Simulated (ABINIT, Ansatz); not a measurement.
**A GW chain in ABINIT: Sr2SiS4 (P2_1/m)**

How does a plane-wave GW calculation on Sr2SiS4 (P2_1/m) run from the first input to the gap?

Calculated with ABINIT 10.8.3; LDA and many-body steps on it, plane waves.

## 1. Starting point

The structure is monoclinic, space group P2_1/m (No. 11). The conventional cell has a = 6.609 Å, b = 6.660 Å, c = 8.262 Å, α = 90.00°, β = 108.22°, γ = 90.00°. Nearest to Sr lie 9 S at 2.96 to 3.80 Å and 4 Si at 3.51 to 3.93 Å. Nearest to Sr lie 8 S at 3.04 to 3.46 Å and 3 Si at 3.71 to 3.89 Å. Nearest to Si lie 4 S at 2.12 to 2.13 Å and 7 Sr at 3.51 to 3.93 Å. Nearest to S lie 1 Si at 2.12 Å and 5 Sr at 3.03 to 3.80 Å. Nearest to S lie 1 Si at 2.13 Å and 4 Sr at 2.96 to 3.46 Å. S has 1 Si at 2.12 Å and 4 Sr at 3.01 to 3.13 Å nearest. Farther neighbours and most contacts between anions are not listed.

Coordinates:

```cif
data_structure
_symmetry_space_group_name_H-M 'P2_1/m'
_symmetry_Int_Tables_number 11
_cell_length_a 6.6087
_cell_length_b 6.6595
_cell_length_c 8.2623
_cell_angle_alpha 90.000
_cell_angle_beta 108.216
_cell_angle_gamma 90.000
_cell_volume 345.41
loop_
_atom_site_label
_atom_site_type_symbol
_atom_site_symmetry_multiplicity
_atom_site_Wyckoff_symbol
_atom_site_fract_x
_atom_site_fract_y
_atom_site_fract_z
_atom_site_occupancy
Sr1 Sr 2 e 0.28367 0.75000 0.95181 1
Sr2 Sr 2 e 0.22483 0.75000 0.42926 1
Si1 Si 2 e 0.72130 0.75000 0.79685 1
S1 S 2 e 0.88645 0.75000 0.06158 1
S2 S 2 e 0.91690 0.75000 0.63567 1
S3 S 4 f 0.51038 0.50197 0.73725 1
```

The cell and positions are those that the Materials Project relaxed with its own functionals (PBE, PBE+U or r2SCAN), kept fixed.

## 2. Ground state

This step: ABINIT 10.8.3; DFT, LDA, plane waves, norm-conserving pseudopotentials.

The ground-state density comes first.

Contents of run.abi:

```
acell 3*1.0 Angstrom
rprim 
  6.608739210500 0.000000000000 -0.000000000000
  0.000000000000 6.659542380000 0.000000000000
  -2.582748258700 0.000000000000 7.848229828000
ntypat 3
znucl 38 14 16
natom 14
typat 1 1 1 1 2 2 3 3 3 3 3 3 3 3
xred 
  0.283671200000 0.750000000000 0.951809120000
  0.716328800000 0.250000000000 0.048190880000
  0.224829900000 0.750000000000 0.429263770000
  0.775170100000 0.250000000000 0.570736230000
  0.721301030000 0.750000000000 0.796846200000
  0.278698970000 0.250000000000 0.203153800000
  0.886453430000 0.750000000000 0.061575940000
  0.113546570000 0.250000000000 0.938424060000
  0.916900480000 0.750000000000 0.635667980000
  0.083099520000 0.250000000000 0.364332020000
  0.510384140000 0.501966720000 0.737248200000
  0.489615860000 0.001966720000 0.262751800000
  0.489615860000 0.498033280000 0.262751800000
  0.510384140000 0.998033280000 0.737248200000
pp_dirpath "pseudos"
pseudos "Sr.upf, Si.upf, S.upf"
ecut 28
ngkpt 4 4 4
nshiftk 1
shiftk 0 0 0
kptopt 1
chksymbreak 0
nband 59
occopt 1
tolvrs 1e-10
nstep 60
prtwf 0
optforces 0
optstress 0
indata_prefix "in"
outdata_prefix "out"
tmpdata_prefix "tmp"
```

Run with:

```sh
$ OMP_NUM_THREADS=1 mpirun -n 16 abinit run.abi > log
```

Numbers of over 12 decimals in the logs are rounded to 6 here.

Output:

```text
.Version 10.8.3 of ABINIT. v10.8.2 released Aug 2026.

 Symmetries : space group P2_1/m (# 11); Bravais mP (primitive monocl.)
================================================================================
 Values of the parameters that define the memory need of the present run
     intxc =       0    ionmov =       0      iscf =       7    lmnmax =       6
     lnmax =       6     mgfft =      80  mpssoang =       3    mqgrid =    3533
     natom =      14  nloc_mem =       1    nspden =       1   nspinor =       1
    nsppol =       1      nsym =       4    n1xccc =    2501    ntypat =       3
    occopt =       1   xclevel =       1
-    mband =          59        mffmem =           1         mkmem =           2
       mpw =       16544          nfft =      288000          nkpt =          30
================================================================================
  Rough estimation (10% accuracy) of disk space for files :
================================================================================

--------------------------------------------------------------------------------
------------- Echo of variables that govern the present computation ------------
--------------------------------------------------------------------------------
 -outvars: echo values of preprocessed input variables --------
            acell      1.8897261259E+00  1.8897261259E+00  1.8897261259E+00 Bohr

      chksymbreak           0
             ecut      2.80000000E+01 Hartree
-          fftalg         312

              ixc       -1012
              kpt      0.00000000E+00  0.00000000E+00  0.00000000E+00
                       2.50000000E-01  0.00000000E+00  0.00000000E+00
                       5.00000000E-01  0.00000000E+00  0.00000000E+00
                       0.00000000E+00  2.50000000E-01  0.00000000E+00
                       2.50000000E-01  2.50000000E-01  0.00000000E+00
                       5.00000000E-01  2.50000000E-01  0.00000000E+00
                       0.00000000E+00  5.00000000E-01  0.00000000E+00
                       2.50000000E-01  5.00000000E-01  0.00000000E+00
                       5.00000000E-01  5.00000000E-01  0.00000000E+00
   [... 19 further rows ...]
                       2.50000000E-01  5.00000000E-01  5.00000000E-01
                       5.00000000E-01  5.00000000E-01  5.00000000E-01
         kptrlatt        4    0    0      0    4    0      0    0    4
          kptrlen      4.99548286E+01
P           mkmem           2
            natom          14
            nband          59
            ngfft          60      60      80
             nkpt          30
            nstep          60
             nsym           4
           ntypat           3
              occ      2.000000  2.000000  2.000000  2.000000  2.000000  2.000000
                       2.000000  2.000000  2.000000  2.000000  2.000000  2.000000
                       2.000000  2.000000  2.000000  2.000000  2.000000  2.000000
                       2.000000  2.000000  2.000000  2.000000  2.000000  2.000000
                       2.000000  2.000000  2.000000  2.000000  2.000000  2.000000
                       2.000000  2.000000  2.000000  2.000000  2.000000  2.000000
                       2.000000  2.000000  2.000000  2.000000  2.000000  2.000000
                       2.000000  2.000000  2.000000  2.000000  2.000000  2.000000
                       0.000000  0.000000  0.000000  0.000000  0.000000  0.000000
                       0.000000  0.000000  0.000000  0.000000  0.000000
        optforces           0
        optstress           0
            prtwf           0
            rprim      6.6087392105E+00  0.0000000000E+00 -0.0000000000E+00
[...]
spgroup          11

           tolvrs      1.00000000E-10

             xred      2.8367120000E-01  7.5000000000E-01  9.5180912000E-01
[...]
znucl       38.00000   14.00000   16.00000

================================================================================

 chkinp: Checking input parameters for consistency.

================================================================================
== DATASET  1 ==================================================================
-   mpi_nproc: 16, omp_nthreads: 1 (-1 if OMP is not activated)

--- !DatasetInfo
iteration_state: {dtset: 1, }
dimensions: {natom: 14, nkpt: 30, mband: 59, nsppol: 1, nspinor: 1, nspden: 1, mpw: 16544, }
cutoff_energies: {ecut:  28.0, pawecutdg:  -1.0, }
electrons: {nelect:   9.60000000E+01, charge:   0.00000000E+00, occopt:   1.00000000E+00, tsmear:   1.00000000E-02, }

 Real(R)+Recip(G) space primitive vectors, cartesian coordinates (Bohr,Bohr^-1):
 R(1)= 12.4887071  0.0000000  0.0000000  G(1)=  0.0800723  0.0000000  0.0263507
 R(2)=  0.0000000 12.5847112  0.0000000  G(2)=  0.0000000  0.0794615  0.0000000
 R(3)= -4.8806869  0.0000000 14.8310049  G(3)=  0.0000000  0.0000000  0.0674263
 Unit cell volume ucvol=  2.3309412E+03 bohr^3
 Angles (23,13,12)=  9.00000000E+01  1.08215689E+02  9.00000000E+01 degrees

 getcut: wavevector=  0.0000  0.0000  0.0000  ngfft=  60  60  80
         ecut(hartree)=     28.000   => boxcut(ratio)=   2.00154

--- Pseudopotential description ------------------------------------------------
- Sr Generated using ONCVPSP code by D. R. Hamann
- 38.00000  10.00000  180309                  znucl, zion, pspdat
[...]
--------------------------------------------------------------------------------

_setup2: Arith. and geom. avg. npw (full set) are   16497.109   16497.100

================================================================================

--- !BeginCycle
iteration_state: {dtset: 1, }
solver: {iscf: 7, nstep: 60, nline: 4, wfoptalg: 0, }
tolerances: {tolvrs: 1.00E-10, }

     iter   Etot(hartree)      deltaE(h)  residm     vres2
 ETOT  1  -234.71000140240    -2.347E+02 3.752E-02 6.155E+02
 ETOT  2  -234.89415069056    -1.841E-01 7.341E-03 7.387E+01
 ETOT  3  -234.90717001992    -1.302E-02 3.430E-03 8.729E+00
 ETOT  4  -234.90755763027    -3.876E-04 1.848E-03 2.902E+00
 ETOT  5  -234.90769590365    -1.383E-04 1.909E-03 1.554E-01
 ETOT  6  -234.90770262138    -6.718E-06 1.132E-03 1.077E-02
 ETOT  7  -234.90770330281    -6.814E-07 8.195E-04 2.629E-04
 ETOT  8  -234.90770332998    -2.716E-08 4.335E-04 2.845E-05
 ETOT  9  -234.90770333347    -3.494E-09 3.982E-04 1.139E-06
 ETOT 10  -234.90770333357    -1.043E-10 2.418E-04 4.202E-08
 ETOT 11  -234.90770333358    -5.627E-12 3.174E-04 2.505E-09
 ETOT 12  -234.90770333358     2.899E-12 2.329E-04 2.030E-10
 ETOT 13  -234.90770333358    -5.485E-12 2.967E-04 3.047E-11

 At SCF step   13       vres2   =  3.05E-11 < tolvrs=  1.00E-10 =>converged.

--- !ResultsGS
iteration_state: {dtset: 1, }
comment   : Summary of ground state results
lattice_vectors:
- [ 12.4887071,   0.0000000,  -0.0000000, ]
- [  0.0000000,  12.5847112,   0.0000000, ]
- [ -4.8806869,   0.0000000,  14.8310049, ]
lattice_lengths: [  12.48871,   12.58471,   15.61345, ]
lattice_angles: [ 90.000, 108.216,  90.000, ] # degrees, (23, 13, 12)
lattice_volume:   2.3309412E+03
convergence: {deltae: -5.485E-12, res2:  3.047E-11, residm:  2.967E-04, diffor:  0.000E+00, }
etotal    :  -2.34907703E+02
entropy   :   0.00000000E+00
fermie    :   1.39955163E-01
cartesian_stress_tensor: null
pressure_GPa: null
xred      :
- [  2.8367E-01,   7.5000E-01,   9.5181E-01, Sr]
- [  7.1633E-01,   2.5000E-01,   4.8191E-02, Sr]
- [  2.2483E-01,   7.5000E-01,   4.2926E-01, Sr]
- [  7.7517E-01,   2.5000E-01,   5.7074E-01, Sr]
- [  7.2130E-01,   7.5000E-01,   7.9685E-01, Si]
- [  2.7870E-01,   2.5000E-01,   2.0315E-01, Si]
- [  8.8645E-01,   7.5000E-01,   6.1576E-02,  S]
- [  1.1355E-01,   2.5000E-01,   9.3842E-01,  S]
- [  9.1690E-01,   7.5000E-01,   6.3567E-01,  S]
- [  8.3100E-02,   2.5000E-01,   3.6433E-01,  S]
- [  5.1038E-01,   5.0197E-01,   7.3725E-01,  S]
- [  4.8962E-01,   1.9667E-03,   2.6275E-01,  S]
- [  4.8962E-01,   4.9803E-01,   2.6275E-01,  S]
- [  5.1038E-01,   9.9803E-01,   7.3725E-01,  S]
cartesian_forces: null
force_length_stats: {min: null, max: null, mean: null, }

 Integrated electronic density in atomic spheres:
 ------------------------------------------------
 Atom  Sphere_radius  Integrated_density
[...]
================================================================================

 ----iterations are completed or convergence reached----

 Mean square residual over all n,k,spin=   11.173E-07; max=  29.668E-05
 reduced coordinates (array xred) for   14 atoms
[...]
0.510384140000      0.501966720000      0.737248200000
       0.489615860000      0.001966720000      0.262751800000
       0.489615860000      0.498033280000      0.262751800000
       0.510384140000      0.998033280000      0.737248200000
 rms dE/dt=  0.0000E+00; max dE/dt=  0.0000E+00; dE/dt below (all hartree)
    1       0.000000000000      0.000000000000      0.000000000000
    2       0.000000000000      0.000000000000      0.000000000000
    3       0.000000000000      0.000000000000      0.000000000000
    4       0.000000000000      0.000000000000      0.000000000000
    5       0.000000000000      0.000000000000      0.000000000000
    6       0.000000000000      0.000000000000      0.000000000000
    7       0.000000000000      0.000000000000      0.000000000000
    8       0.000000000000      0.000000000000      0.000000000000
    9       0.000000000000      0.000000000000      0.000000000000
   10       0.000000000000      0.000000000000      0.000000000000
[...]
cartesian coordinates (angstrom) at end:
[...]
10     -0.391795     1.664886     2.859361
   11      1.468869     3.342869     5.786093
   12      2.557122     0.013097     2.062137
   13      2.557122     3.316674     2.062137
   14      1.468869     6.646445     5.786093
 length scales=  1.889726125908  1.889726125908  1.889726125908 bohr
              =  1.000000000000  1.000000000000  1.000000000000 angstroms
 prteigrs : about to open file out_EIG
 Fermi (or HOMO) energy (hartree) =   0.13996   Average Vxc (hartree)=  -0.34843
 Eigenvalues (hartree) for nkpt=  30  k points:
 kpt#   1, nband= 59, wtk=  0.01563, kpt=  0.0000  0.0000  0.0000 (reduced coord)
  -1.11878   -1.11870   -1.09953   -1.09932   -0.46251   -0.46160   -0.46034   -0.45910
  -0.45905   -0.45690   -0.44433   -0.44288   -0.44270   -0.44163   -0.44071   -0.43903
  -0.34504   -0.33040   -0.28022   -0.27575   -0.27226   -0.27173   -0.27097   -0.27087
  -0.09536   -0.08064   -0.01488    0.00025    0.00787    0.01078    0.01899    0.02829
   0.03849    0.05760    0.06128    0.07524    0.07538    0.07919    0.08590    0.09911
   0.10616    0.11035    0.11297    0.12132    0.12156    0.12742    0.13196    0.13996
   0.25532    0.26618    0.26981    0.28105    0.28426    0.28757    0.28937    0.30282
   0.30677    0.31638    0.31653
 prteigrs : prtvol=0 or 1, do not print more k-points.

--- !EnergyTerms
iteration_state     : {dtset: 1, }
comment             : Components of total free energy in Hartree
kinetic             :  7.09161528096436E+01
hartree             :  3.53811847440029E+01
xc                  : -6.20325676463043E+01
Ewald energy        : -1.73908757599608E+02
psp_core            :  5.41149519455234E+00
local_psp           : -1.44904872909452E+02
non_local_psp       :  3.42296620735839E+01
total_energy        : -2.34907703333581E+02
total_energy_eV     : -6.39216424756640E+03
band_energy         : -2.15937783955534E+01

== END DATASET(S) ==============================================================
================================================================================

 -outvars: echo values of variables after computation  --------
           etotal     -2.3490770333E+02
            nband          59
             nkpt          30
          spgroup          11
 [... the other variables as echoed above ...]

 Calculation completed.
```

Run time: 4.2 min. Hardware: 16 MPI ranks of Arm Neoverse N1, shared host; peak memory 2.6 GiB.

Numbers from this step:

- total energy: -6392.1642 eV
- gap: 2.767 eV
- k of the valence top: 0, 0, 0
- k of the conduction bottom: 0.5, 0, 0
- least direct gap: 2.952 eV

The gap is indirect, with the least direct gap 0.19 eV higher.

(Part 1 of 3 ends here.)

[Paths, hosts, dates, memory and timing lines, banners, echoed tables and standing remarks are left out of the program output.]

[Logs are printed without paths, hosts, clocks, repeated set-up lines and the standing remarks that a program may print on its own settings, such as how far it seeks lower states.]

[Runs of the session that timed out or met a known fault of the program may be left out.]

[Hosts, paths, dates, database ids (printed as entryN), source tags and the programs' standing remarks are cut or masked in the printed files.]

[G0W0 gaps are taken among the corrected bands and points alone; a level outside them can change the order at an edge.]

[Where Ansatz stands beside ABINIT at settings called matched, ABINIT's density can come from a denser mesh and the files from another edition; pairs whose starting gaps differed by over 0.03 eV were left out, so agreement reads better than it is.]
